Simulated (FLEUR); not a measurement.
## Ce: parallel and opposed starts

A self-consistent run ends on one state, which hangs on the start. Several orders of Ce are started in FLEUR and their energies compared.

Calculated with FLEUR MaX-R8.1; PBE with U = 5.5 eV, J = 0.7 eV on Ce f; all-electron FLAPW, Dirac cores, scalar-relativistic bands.

### 1. Starting point

It takes space group Fm-3m (No. 225, cubic). The conventional cell has a = 5.161 Å, b = 5.161 Å, c = 5.161 Å, α = 90.00°, β = 90.00°, γ = 90.00°. Nearest to Ce lie 12 Ce at 3.65 Å.

Coordinates:

```cif
data_structure
_symmetry_space_group_name_H-M 'Fm-3m'
_symmetry_Int_Tables_number 225
_cell_length_a 5.1612
_cell_length_b 5.1612
_cell_length_c 5.1612
_cell_angle_alpha 90.000
_cell_angle_beta 90.000
_cell_angle_gamma 90.000
_cell_volume 137.48
loop_
_atom_site_label
_atom_site_type_symbol
_atom_site_symmetry_multiplicity
_atom_site_Wyckoff_symbol
_atom_site_fract_x
_atom_site_fract_y
_atom_site_fract_z
_atom_site_occupancy
Ce1 Ce 4 a 0.00000 0.00000 0.00000 1
```

The settings of this session are cheaper than careful work needs (see the inputs), so it shows what such settings give, not the properties of the crystal.

### 2. Order 1, typed as ferro +

The parallel start comes first: it shows whether parallel moments hold. A Hubbard U acts on the open shell, since semilocal functionals spread its electrons too much.

The file n_mmp_mat seeds the f occupations with whole cubic orbitals by Hund's first rule, so that the U acts from the first pass. inpgen writes inp.xml from crystal.txt; cutoffs, mixing, functional, smearing and local orbitals are then set in the file. The k list default-1 (kpts.xml, not shown) is a Γ-centred 8×8×8 mesh; where the ranks do not divide the number of points, some are split in two of half the weight.

Contents of inp.xml:

```
<?xml version="1.0" encoding="UTF-8" standalone="no"?>
<fleurInput fleurInputVersion="0.39">
   <comment>
      Ce
   </comment>
   <calculationSetup>
      <cutoffs Kmax="2.88" Gmax="8.6" GmaxXC="8.6" numbands="0"/>
      <scfLoop itmax="130" minDistance="0.0001" maxIterBroyd="6" imix="Anderson" alpha="0.05" precondParam="0.0" spinf="2.0" sdNocoIR="T"/>
      <coreElectrons ctail="T" frcor="F" kcrel="0" coretail_lmax="0"/>
      <xcFunctional name="pbe" relativisticCorrections="F"/>
      <magnetism jspins="2"/>
      <soc l_soc="F" theta="0.0" phi="0.0" spav="F"/>
      <expertModes spex="0" secvar="F"/>
      <geometryOptimization l_f="F" forcealpha="1.0" forcemix="BFGS" epsdisp="0.00001" epsforce="0.00001"/>
      <ldaU l_linMix="F" mixParam="0.05" spinf="1.0"/>
   </calculationSetup>
   <cell>
      <bzIntegration valenceElectrons="12.0" mode="hist" fermiSmearingEnergy="0.00183747">
         <kPointListSelection listName="default-1"/>
         <xi:include xmlns:xi="http://www.w3.org/2001/XInclude" href="kpts.xml"> </xi:include>
      </bzIntegration>
      <xi:include xmlns:xi="http://www.w3.org/2001/XInclude" href="sym.xml"> </xi:include>
      <bulkLattice scale="1.0">
         <bravaisMatrix>
            <row-1>    0.0000000000000000     4.8766272371427597     4.8766272371427597</row-1>
            <row-2>    4.8766272371427597     0.0000000000000000     4.8766272371427597</row-2>
            <row-3>    4.8766272371427597     4.8766272371427597     0.0000000000000000</row-3>
         </bravaisMatrix>
      </bulkLattice>
   </cell>
   <atomSpecies>
      <species name="Cerium (Ce1.000" element="Ce" atomicNumber="58">
         <mtSphere radius="2.8" gridPoints="925" logIncrement="0.014"/>
         <atomicCutoffs lmax="10" lnonsphr="8"/>
         <electronConfig flipSpins="F">
            <coreConfig>(1s1/2) (2s1/2) (2p1/2) (2p3/2) (3s1/2) (3p1/2) (3p3/2) (4s1/2) (3d3/2) (3d5/2) (4p1/2) (4p3/2) (4d3/2) (4d5/2)</coreConfig>
            <valenceConfig>(5s1/2) (5p1/2) (5p3/2) (6s1/2) (5d3/2) (5d5/2) (4f5/2) (4f7/2)</valenceConfig>
            <stateOccupation state="(5d3/2)" spinUp="0.2" spinDown="0.2"/>
            <stateOccupation state="(5d5/2)" spinUp="0.3" spinDown="0.3"/>
            <stateOccupation state="(4f5/2)" spinUp="0.4285714285714" spinDown="0.0"/>
            <stateOccupation state="(4f7/2)" spinUp="0.5714285714286" spinDown="0.0"/>
         </electronConfig>
         <energyParameters s="6" p="6" d="5" f="4"/>
         <ldaU l="3" U="5.5" J="0.7" l_amf="F"/>
         <lo type="SCLO" l="0" n="5" eDeriv="0"/>
         <lo type="SCLO" l="1" n="5" eDeriv="0"/>
      </species>
   </atomSpecies>
   <atomGroups>
      <atomGroup species="Cerium (Ce1.000">
         <relPos label="                   1">.0000000000 .0000000000 .0000000000</relPos>
         <force calculate="T" relaxXYZ="TTT"/>
      </atomGroup>
   </atomGroups>
   <output dos="F" band="F" slice="F">
      <bandDOS minEnergy="-.5*Htr" maxEnergy="0.5*Htr" sigma="0.015" storeEVData="T"/>
      <plotting iplot="0" polar="F">
         <plot TwoD="T" vec1="  1.0  0.0  0.0" vec2="  0.0  1.0  0.0" vec3="  0.0  0.0  1.0" zero="  0.0  0.0  0.0" file="plot"/>
      </plotting>
      <moessbauerParams electricFieldGradient="F" isomerShift="F" coreHyperfine="F" valenceHyperfine="F"/>
   </output>
</fleurInput>
```

Contents of crystal.txt:

```
Ce
&input film=F cartesian=F /
0.00000000000  2.58060000000  2.58060000000
2.58060000000  0.00000000000  2.58060000000
2.58060000000  2.58060000000  0.00000000000
1.8897261246
1.0 1.0 1.0

1
58 0.00000000000  0.00000000000  0.00000000000 : 1.000

&kpt div1=8 div2=8 div3=8 gamma=T /
```

Command:

```console
> OMP_NUM_THREADS=1 inpgen -f crystal.txt > inpgen.log  # inp.xml is then edited as shown
> OMP_NUM_THREADS=1 mpirun -n 4 fleur_MPI > fleur.log
```

The program printed:

```text
Welcome to FLEUR        (www.flapw.de)
      MaX-Release 8.1          (www.max-centre.eu)

 ========== k-point set info ==========
 Selected k-point list: default-1
 k-point list type: mesh
 0 x 0 x 0
 Number of k points: 32

 ------------Calculation Setup---------------------------
 Number of MPI-tasks      :            4
 Number of PE/node        :            4
 Number of OMP-threads    :            1
 k-points in parallel     :            4
 pe's per k-point         :            1
 No of k-point loops      :            8
 Eigenvalue solver        :       lapack
 Number of basis functions:          106
 Approximate size of matrices (H+S) per k-point:         0.000 GB
 --------------------------------------------------------
 Iteration:     1   Distance:      20.94233636 me/bohr^3
 Iteration:     2   Distance:      19.92801073 me/bohr^3
 Iteration:     3   Distance:       1.95342534 me/bohr^3
 Iteration:     4   Distance:       1.25300892 me/bohr^3
 Iteration:     5   Distance:       0.27600225 me/bohr^3
 Iteration:     6   Distance:       0.15964821 me/bohr^3
 Iteration:     7   Distance:       0.15469659 me/bohr^3
 Iteration:     8   Distance:       0.09538495 me/bohr^3
 Iteration:     9   Distance:       0.03908655 me/bohr^3
 Iteration:    10   Distance:       0.03116792 me/bohr^3
 Iteration:    11   Distance:       0.00670018 me/bohr^3
 Iteration:    12   Distance:       0.00627679 me/bohr^3
 Iteration:    13   Distance:       0.00304888 me/bohr^3
 Iteration:    14   Distance:       0.00168040 me/bohr^3
 Iteration:    15   Distance:       0.00080906 me/bohr^3
 Iteration:    16   Distance:       0.00067041 me/bohr^3
 Iteration:    17   Distance:       0.00064952 me/bohr^3
 Iteration:    18   Distance:       0.00033518 me/bohr^3
 Iteration:    19   Distance:       0.00038957 me/bohr^3
 Iteration:    20   Distance:       0.00022784 me/bohr^3
 Iteration:    21   Distance:       0.00005119 me/bohr^3

 ********************************************************************
 Run finished successfully
 Stop message:
   all done
 ********************************************************************

--- out.xml (last complete iteration) ---
<iteration numberForCurrentRun="   21" overallNumber="   21">
         [... left out ...]
         <bandgap value="0.0159409285" units="eV"/>
         <sumValenceSingleParticleEnergies value="-2.5731235755" units="Htr"/>
         <FermiEnergy value="0.3323887234" units="Htr"/>
         <valenceDensity>
            <mtCharges spin="1">
               <mtCharge atomType="1" total="5.3989625" s="1.0637981" p="2.8304107" d="0.5177162" f="0.9861553"/>
            </mtCharges>
            <mtCharges spin="2">
               <mtCharge atomType="1" total="4.3514794" s="1.0609074" p="2.8165608" d="0.4550191" f="0.0184261"/>
            </mtCharges>
            <spinDependentCharge spin="1" total="6.5798521" interstitial="1.1808896" mtSpheres="5.3989625"/>
            <spinDependentCharge spin="2" total="5.4201479" interstitial="1.0686685" mtSpheres="4.3514794"/>
            <totalCharge value="12.0000000000"/>
         </valenceDensity>
         [... left out ...]
         <allElectronCharges>
            <spinDependentCharge spin="1" total="29.5798521" interstitial="1.1809551" mtSpheres="28.3988970"/>
            <spinDependentCharge spin="2" total="28.4201479" interstitial="1.0687354" mtSpheres="27.3514124"/>
            <totalCharge value="57.9999999885"/>
         </allElectronCharges>
         <magneticMomentsInMTSpheres units="muBohr">
            <globalMagMoment atomType="1" vec="0.00000   0.00000   1.04748"/>
            <localMagMoment atomType="1" vec="0.00000   0.00000   1.04748"/>
         </magneticMomentsInMTSpheres>
         <moessbauerParams unitsHFF="kG" unitsIS="e/bohr^3" unitsEFG="Htr/bohr^2">
         </moessbauerParams>
         <totalEnergy value="    -8865.3402022898" units="Htr">
            <sumOfEigenvalues value="    -5470.8189591910">
               <coreElectrons value="-5468.2458356155"/>
               <valenceElectrons value="-2.5731235755"/>
            </sumOfEigenvalues>
            <densityCoulombPotentialIntegral value="-14707.7082981949"/>
            <densityEffectivePotentialIntegral value="-14982.4243370322"/>
            <chargeDenXCDenIntegral value="-210.3280627043"/>
            <FockExchangeEnergyValence value="0.0000000000"/>
            <FockExchangeEnergyCore value="0.0000000000"/>
            <atomTypeDependentContributions atomType="1">
               <electronNucleiInteractionDifferentMTs value="10782.3653551531"/>
               <MadelungTerm value="-30.4795497319"/>
            </atomTypeDependentContributions>
            <dftUCorrection value="-0.0815365558"/>
            <tkbTimesEntropy value="0.0004792278"/>
            <freeEnergy value="-8865.3406815176"/>
            <extrapolationTo0K value="-8865.3404419037"/>
         </totalEnergy>
         <ldaUDensityMatrix>
            <densityMatrixFor spin="1" atomType="1" uIndex="1" l="3" U="5.50000000" J="0.70000000">
               (+0.00511,+0.00000) (+0.00000,+0.00000) (+0.00000,+0.00000) (+0.00000,+0.00000) (+0.00299,+0.00000) (+0.00000,+0.00000) (+0.00000,+0.00000)
               (+0.00000,+0.00000) (+0.48068,+0.00000) (+0.00000,+0.00000) (+0.00000,+0.00000) (+0.00000,+0.00000) (-0.47942,+0.00000) (+0.00000,+0.00000)
               (+0.00000,+0.00000) (+0.00000,+0.00000) (+0.00357,+0.00000) (+0.00000,+0.00000) (+0.00000,+0.00000) (+0.00000,+0.00000) (+0.00299,+0.00000)
               (+0.00000,+0.00000) (+0.00000,+0.00000) (+0.00000,+0.00000) (+0.00743,+0.00000) (+0.00000,+0.00000) (+0.00000,+0.00000) (+0.00000,+0.00000)
               (+0.00299,+0.00000) (+0.00000,+0.00000) (+0.00000,+0.00000) (+0.00000,+0.00000) (+0.00357,+0.00000) (+0.00000,+0.00000) (+0.00000,+0.00000)
               (+0.00000,+0.00000) (-0.47942,+0.00000) (+0.00000,+0.00000) (+0.00000,+0.00000) (+0.00000,+0.00000) (+0.48068,+0.00000) (+0.00000,+0.00000)
               (+0.00000,+0.00000) (+0.00000,+0.00000) (+0.00299,+0.00000) (+0.00000,+0.00000) (+0.00000,+0.00000) (+0.00000,+0.00000) (+0.00511,+0.00000)
            </densityMatrixFor>
            <densityMatrixFor spin="2" atomType="1" uIndex="1" l="3" U="5.50000000" J="0.70000000">
               (+0.00287,+0.00000) (+0.00000,+0.00000) (+0.00000,+0.00000) (+0.00000,+0.00000) (+0.00123,+0.00000) (+0.00000,+0.00000) (+0.00000,+0.00000)
               (+0.00000,+0.00000) (+0.00221,+0.00000) (+0.00000,+0.00000) (+0.00000,+0.00000) (+0.00000,+0.00000) (-0.00093,+0.00000) (+0.00000,+0.00000)
               (+0.00000,+0.00000) (+0.00000,+0.00000) (+0.00223,+0.00000) (+0.00000,+0.00000) (+0.00000,+0.00000) (+0.00000,+0.00000) (+0.00123,+0.00000)
               (+0.00000,+0.00000) (+0.00000,+0.00000) (+0.00000,+0.00000) (+0.00382,+0.00000) (+0.00000,+0.00000) (+0.00000,+0.00000) (+0.00000,+0.00000)
               (+0.00123,+0.00000) (+0.00000,+0.00000) (+0.00000,+0.00000) (+0.00000,+0.00000) (+0.00223,+0.00000) (+0.00000,+0.00000) (+0.00000,+0.00000)
               (+0.00000,+0.00000) (-0.00093,+0.00000) (+0.00000,+0.00000) (+0.00000,+0.00000) (+0.00000,+0.00000) (+0.00221,+0.00000) (+0.00000,+0.00000)
               (+0.00000,+0.00000) (+0.00000,+0.00000) (+0.00123,+0.00000) (+0.00000,+0.00000) (+0.00000,+0.00000) (+0.00000,+0.00000) (+0.00287,+0.00000)
            </densityMatrixFor>
         </ldaUDensityMatrix>
         <ldaUDensityMatrixConvergence>
            <distance spin="1" distance="0.000000"/>
            <distance spin="2" distance="0.000000"/>
         </ldaUDensityMatrixConvergence>
         <densityConvergence units="me/bohr^3">
            <chargeDensity spin="1" distance="0.0000281183"/>
            <chargeDensity spin="2" distance="0.0000307939"/>
            <overallChargeDensity distance="0.0000292777"/>
            <spinDensity distance="0.0000511920"/>
         </densityConvergence>
      </iteration>
```

The job ended after 10 s (4 MPI ranks of Arm Neoverse V1, shared host; peak memory 0.18 GiB).

Read from the output:

- free energy: -241238.2095 eV
- program's band gap on this mesh (in a metal only a level spacing): 0.01594 eV
- magnetization: 1.160 μB
- final state: ferromagnetic
- largest moment: 1.047 μB

After 21 cycles the largest moment stands at 1.05 μB.

(Continued in part 2 of 3.)

[Logs and program files are shortened in this print: banners, set-up blocks, solver, clock and traceback lines can be left out without a mark of their own.]

[Logs are printed without paths, hosts, clocks, repeated set-up lines and the standing remarks that a program may print on its own settings, such as how far it seeks lower states.]

[Hosts, paths, dates, database ids (printed as entryN), source tags and the programs' standing remarks are cut or masked in the printed files.]

[Where a cell is said to come from a database of computed structures, the database is the Materials Project.]
